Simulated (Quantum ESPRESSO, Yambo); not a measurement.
# MgH2 (P4_2/mnm): G0W0 with Yambo, start to end, part 2 of 3

How does a plane-wave GW calculation on MgH2 (P4_2/mnm) run from the first input to the gap?

Quantum ESPRESSO 7.5 and Yambo 5.3.0; PBE and many-body steps on it, plane waves. Known limits of the many-body steps: not at the basis limit; coarse k mesh.

So far. Step 2 (Ground state): The gap is indirect, with the least direct gap 0.77 eV higher. Step 3 (Bands along the symmetry lines): The gap is 3.756 eV, −0.139 eV from the run before at this level.

## (4) Empty states on the mesh, 4×4×4 mesh, 407 bands

Level of this step: DFT, PBE, plane waves, norm-conserving pseudopotentials (Quantum ESPRESSO).

The sums over transitions need many empty states on a uniform mesh; this step solves for them.

Input file pw.in:

```
&control
  calculation = 'nscf'
  prefix = 'x'
  outdir = 'o'
  pseudo_dir = 'pseudo'
/
&system
  ibrav = 0
  nat = 6
  ntyp = 2
  ecutwfc = 76.0
  nbnd = 407
  force_symmorphic = .true.
/
&electrons
  conv_thr = 1e-9
  electron_maxstep = 80
  diago_full_acc = .true.
  diago_thr_init = 5e-6
/
ATOMIC_SPECIES
  Mg 24.305 Mg.upf
  H 1.008 H.upf
CELL_PARAMETERS angstrom
  4.5168000000 0.0000000000 0.0000000000
  0.0000000000 4.5168000000 0.0000000000
  0.0000000000 0.0000000000 3.0205000000
ATOMIC_POSITIONS crystal
  Mg 0.0000000000 0.0000000000 0.0000000000
  Mg 0.5000000000 0.5000000000 0.5000000000
  H 0.3060000000 0.3060000000 0.0000000000
  H 0.1940000000 0.8060000000 0.5000000000
  H 0.6940000000 0.6940000000 0.0000000000
  H 0.8060000000 0.1940000000 0.5000000000
K_POINTS automatic
  4 4 4 0 0 0
```

Started as:

```bash
> OMP_NUM_THREADS=1 mpirun -n 4 pw.x -nk 4 -in pw.in > pw.out
```

The log of the run:

```text
[banner, memory and clock lines left out]
Program PWSCF v.7.5 starts

     Atomic positions and unit cell read from directory:
     o/x.save/

     Message from routine setup:
     using ibrav=0 with symmetry is DISCOURAGED, use correct ibrav instead

     G-vector sticks info

     bravais-lattice index     =            0
     lattice parameter (alat)  =       8.5355  a.u.
     unit-cell volume          =     415.8504 (a.u.)^3
     number of atoms/cell      =            6
     number of atomic types    =            2
     number of electrons       =        24.00
     number of Kohn-Sham states=          407
     kinetic-energy cutoff     =      76.0000  Ry
     charge density cutoff     =     304.0000  Ry
     Exchange-correlation= PBE
                           (   1   4   3   4   0   0   0)

     celldm(1)=   8.535515  celldm(2)=   0.000000  celldm(3)=   0.000000
     celldm(4)=   0.000000  celldm(5)=   0.000000  celldm(6)=   0.000000

     crystal axes: (cart. coord. in units of alat)
               a(1) = (   1.000000   0.000000   0.000000 )
               a(2) = (   0.000000   1.000000   0.000000 )
               a(3) = (   0.000000   0.000000   0.668726 )

     reciprocal axes: (cart. coord. in units 2 pi/alat)
               b(1) = (  1.000000  0.000000  0.000000 )
               b(2) = (  0.000000  1.000000  0.000000 )
               b(3) = (  0.000000  0.000000  1.495382 )
     Pseudo is Norm-conserving, Zval = 10.0
     Generated using ONCVPSP code by D. R. Hamann
     Using radial grid of 1510 points,  4 beta functions with:
     Pseudo is Norm-conserving, Zval =  1.0
     Generated using ONCVPSP code by D. R. Hamann
     Using radial grid of 1166 points,  3 beta functions with:
     Mg               10.00    24.30500     Mg( 1.00)
     H                 1.00     1.00800     H ( 1.00)

      8 Sym. Ops., with inversion, found

   Cartesian axes

     site n.     atom                  positions (alat units)
         1        Mg     tau(   1) = (   0.0000000   0.0000000   0.0000000  )
         2        Mg     tau(   2) = (   0.5000000   0.5000000   0.3343628  )
         3        H      tau(   3) = (   0.3060000   0.3060000   0.0000000  )
         4        H      tau(   4) = (   0.1940000   0.8060000   0.3343628  )
         5        H      tau(   5) = (   0.6940000   0.6940000   0.0000000  )
         6        H      tau(   6) = (   0.8060000   0.1940000   0.3343628  )

     number of k points=    21
                       cart. coord. in units 2pi/alat
        k(    1) = (   0.0000000   0.0000000   0.0000000), wk =   0.0312500
        k(    2) = (   0.0000000   0.0000000   0.3738454), wk =   0.0625000
        k(    3) = (   0.0000000   0.0000000  -0.7476908), wk =   0.0312500
[...]
[... 9 further rows ...]
        k(   20) = (  -0.2500000   0.2500000  -0.3738454), wk =   0.1250000
        k(   21) = (  -0.2500000   0.2500000   0.7476908), wk =   0.0625000

     Dense  grid:    37211 G-vectors     FFT dimensions: (  48,  48,  32)

     The potential is recalculated from file :
     o/x.save/charge-density

     Starting wfcs are   14 randomized atomic wfcs +  393 random wfcs

     Band Structure Calculation

     End of band structure calculation

          k = 0.0000 0.0000 0.0000 (  4651 PWs)   bands (ev):

   -71.9088 -71.9079 -38.6918 -38.6918 -38.6704 -38.6704 -38.6475 -38.6452
    -4.6632   0.3248   0.3248   1.2638   6.5099   6.8499  10.8674  10.8674
    12.7193  12.9758  13.9674  16.7642  16.7642  17.8765  18.2123  18.2123
[...]
[... 39 further rows ...]
[...]
193.6394 193.8883 194.0826 194.2210 194.2210 194.5183 194.9399

          k = 0.0000 0.0000 0.3738 (  4644 PWs)   bands (ev):

[...]
[... 39 further rows ...]
[...]
192.9781 193.2395 193.5703 193.6285 193.6285 193.6803 193.8768

          k = 0.0000 0.0000-0.7477 (  4632 PWs)   bands (ev):

[...]
57.8105  57.8105  58.3780  58.3780  59.2255  59.2255  61.1411  61.1411
     [... 39 further rows ...]
   189.9357 189.9357 189.9867 189.9867 190.3257 190.3257 190.3753 190.3753
   190.6218 190.6218 194.2474 194.2474 194.8794 194.8795 195.2379

          k = 0.0000 0.2500 0.0000 (  4636 PWs)   bands (ev):

     [... further k-points ...]

     highest occupied, lowest unoccupied level (ev):     1.7041    5.5994

     XML data file, pseudopotentials, collected wavefunctions
```

Elapsed: 3.3 min, on 4 MPI ranks of Arm Neoverse V1, shared host; peak memory 0.9 GiB; 13 min of CPU time.

Numbers from this step:

* gap: 3.895 eV
* k of the valence top: 0, 0.25, 0
* k of the conduction bottom: -0.5, -0.5, -0.5
* least direct gap: 4.666 eV
* k points computed: 21
* lowest point of the top converged band, above the valence top: 191.7577 eV

On this mesh the gap is 3.895 eV.

## (5) Conversion and set-up

This step: Yambo 5.3.0; conversion and set-up on PBE, plane waves, norm-conserving pseudopotentials.

The states are converted to the many-body program's format and the q mesh is built.

Started as:

```bash
> (cd o/x.save; p2y > p2y.log; mv SAVE ../..); yambo > setup.log
```

The log of the run:

```text
 Yambo, version 5.3.0

 [02] CORE Variables Setup
 =========================

  [02.01] Unit cells
  ==================

  Cell kind             :  Unknown
  Atoms in the cell     :  Mg  H
  number of Mg atoms    :  2
  number of H  atoms    :   4

  List of atomic masses
  Mass of Mg    :  24.30500
  Mass of H     :  1.008000

  List of atomic coordinates    : [cc]
  Mg1       :  0.000000  0.000000  0.000000  order 1
  Mg2       :  4.267757  4.267757  2.853959  order 2
  H1       :  2.611868  2.611868  0.000000  order 3
  H2       :  1.655890  6.879625  2.853959  order 4
  H3       :  5.923647  5.923647  0.000000  order 5
  H4       :  6.879625  1.655890  2.853959  order 6

  Alat factors          :  8.535515  8.535515  5.707918 [a.u.]
  Direct lattice volume :  415.8504 [a.u.]
  Direct lattice vectors:  A[ 1 ]  A[ 2 ]  A[ 3 ]
   A[ 1 ]:  1.000000  0.000000  0.000000  [iru]
   8.535515  0.000000  0.000000  [cc]
   A[ 2 ]:  0.000000  1.000000  0.000000  [iru]
   0.000000  8.535515  0.000000  [cc]
   A[ 3 ]:  0.000000  0.000000  1.000000  [iru]
   0.000000  0.000000  5.707918  [cc]

  Recip. lattice volume :  0.596489 [a.u.]
  Recip. lattice vectors:  B[ 1 ]  B[ 2 ]  B[ 3 ]
   B[ 1 ]:  1.000000  0.000000  0.000000  [iku]
   0.736123  0.000000  0.000000  [cc]
   B[ 2 ]:  0.000000  1.000000  0.000000  [iku]
   0.000000  0.736123  0.000000  [cc]
   B[ 3 ]:  0.000000  0.000000  1.000000  [iku]
   0.000000  0.000000  1.100784  [cc]

  [02.02] Symmetries
  ==================

  Inversion symmetry    : yes
  Spatial inversion     : yes
  Inversion index       :   5
  K-space Time-reversal : no
  Magnetic symmetries   : no
  Group table correct   : yes
  Symmetries units      :  [cc]

   [S 1]:  1.000000  0.000000  0.000000  0.000000  1.000000  0.000000  0.000000  0.000000  1.000000
   [S 2]: -1.000000  0.000000  0.000000  0.000000 -1.000000  0.000000  0.000000  0.000000  1.000000
   [S 3]:  0.000000  1.000000  0.000000  1.000000  0.000000  0.000000  0.000000  0.000000 -1.000000
[...]
[S 7]:  0.000000 -1.000000  0.000000 -1.000000  0.000000  0.000000  0.000000  0.000000  1.000000
   [S 8]:  0.000000  1.000000  0.000000  1.000000  0.000000  0.000000  0.000000  0.000000  1.000000

  [02.03] Reciprocal space
  ========================

  nG shells         :  2243
  nG charge         :   37211
  nG WFs            :   5977
  nC WFs            :   4696
  G-vecs. in first 80 shells:  [ Number ]
     1    5    9   11   19   23   31   39   47
    63   67   69   73   81   89   97  105  113
   129  137  145  161  177  181  189  197  205
[...]
713   729   745   753   761   777   793   809
  ...
  Shell energy in first 80 shells:  [ mHa ]
[...]
8974.96      9196.91      9211.90      9275.89      9467.85      9693.81      9753.78      9787.78      9817.76
[...]
K [14]         [rlu]:  0.250000 -0.500000  0.250000
         WF components:   4660
  [... 6 further k-points ...]
  K [21]         [rlu]: -0.250000  0.250000  0.500000
         WF components:   4650

  [02.05] Energies & Occupations
  ==============================

  [X] === General ===
  [X] Electronic Temperature                        :  0.000000  0.000000 [eV K]
  [X] Bosonic    Temperature                        :  0.000000  0.000000 [eV K]
  [X] Finite Temperature mode                       : no
  [X] El. density                                   :  0.38947E+24 [cm-3]
  [X] Fermi Level                                   :  1.704140 [eV]

  [X] === Gaps and Widths ===
  [X] Conduction Band Min                           :  3.895282 [eV]
  [X] Valence Band Max                              :  0.000000 [eV]
  [X] Filled Bands                                  :  12
  [X] Empty Bands                                   :    13   407
  [X] Direct Gap                                    :  4.665746 [eV]
  [X] Direct Gap localized at k                     :  21
  [X] Indirect Gap                                  :  3.895282 [eV]
  [X] Indirect Gap between kpts                     :   4  18
  [X] Last valence band width                       :  2.647368 [eV]
  [X] 1st conduction band width                     :  5.219411 [eV]

  E @ K [ 1]:  [eV]
  -73.61292 -73.61204 -40.39591 -40.39591 -40.37455 -40.37455 -40.35167 -40.34932
[...]
occ @ K [ 1]
[...]
E @ K [ 2]:  [eV]
[...]
occ @ K [ 2]
[...]
E @ K [ 3]:  [eV]
[...]
occ @ K [ 3]
[...]
E @ K [ 8]:  [eV]
[...]
occ @ K [ 8]
[...]
E @ K [ 9]:  [eV]
[...]
occ @ K [ 9]
[...]
E @ K [10]:  [eV]
[...]
occ @ K [10]
[...]
E @ K [11]:  [eV]
[...]
occ @ K [11]
[...]
E @ K [12]:  [eV]
[...]
occ @ K [12]
[...]
E @ K [13]:  [eV]
[...]
occ @ K [13]
[...]
E @ K [14]:  [eV]
[...]
occ @ K [14]
[...]
[... 6 further k-points ...]
  E @ K [21]:  [eV]
[...]
occ @ K [21]
[...]
2.000000  2.000000  2.000000  2.000000  0.000000  0.000000  0.000000  0.000000
   0.000000  0.000000  0.000000  0.000000  0.000000  0.000000  0.000000  0.000000

 [03] Transferred momenta grid and indexing
 ==========================================

 IBZ Q-points                                      :  21
 BZ  Q-points                                      :   64

 K/Q-points units:
 rlu = crystal or reduced units; cc = cartesian coordinates; iku = interal k-units

 Q [ 1]         [rlu]:  0.000000  0.000000  0.000000
 Q [ 2]         [rlu]:  0.000000  0.000000  0.250000
 Q [ 3]         [rlu]:  0.000000  0.000000 -0.500000
[...]
Q [ 8]         [rlu]:  0.000000 -0.500000  0.250000
 Q [ 9]         [rlu]:  0.000000 -0.500000 -0.500000
 Q [10]         [rlu]:  0.250000  0.250000  0.000000
     [... 9 further rows ...]
 Q [20]         [rlu]: -0.250000  0.250000 -0.250000
 Q [21]         [rlu]: -0.250000  0.250000  0.500000

  [03.01] X indexes
  =================

   [03.01.01] Sigma indexes
   ========================

 [06] Game Over & Game summary
```

Run time: 2.4 s. Hardware: 1 MPI rank; peak memory 0.25 GiB.

[end of part 2 of 3]

[Paths, hosts, dates, memory and timing lines, banners, echoed tables and standing remarks are left out of the program output.]

[Logs are printed without paths, hosts, clocks, repeated set-up lines and the standing remarks that a program may print on its own settings, such as how far it seeks lower states.]

[Runs of the session that timed out or met a known fault of the program may be left out.]

[Hosts, paths, dates, database ids (printed as entryN), source tags and the programs' standing remarks are cut or masked in the printed files.]
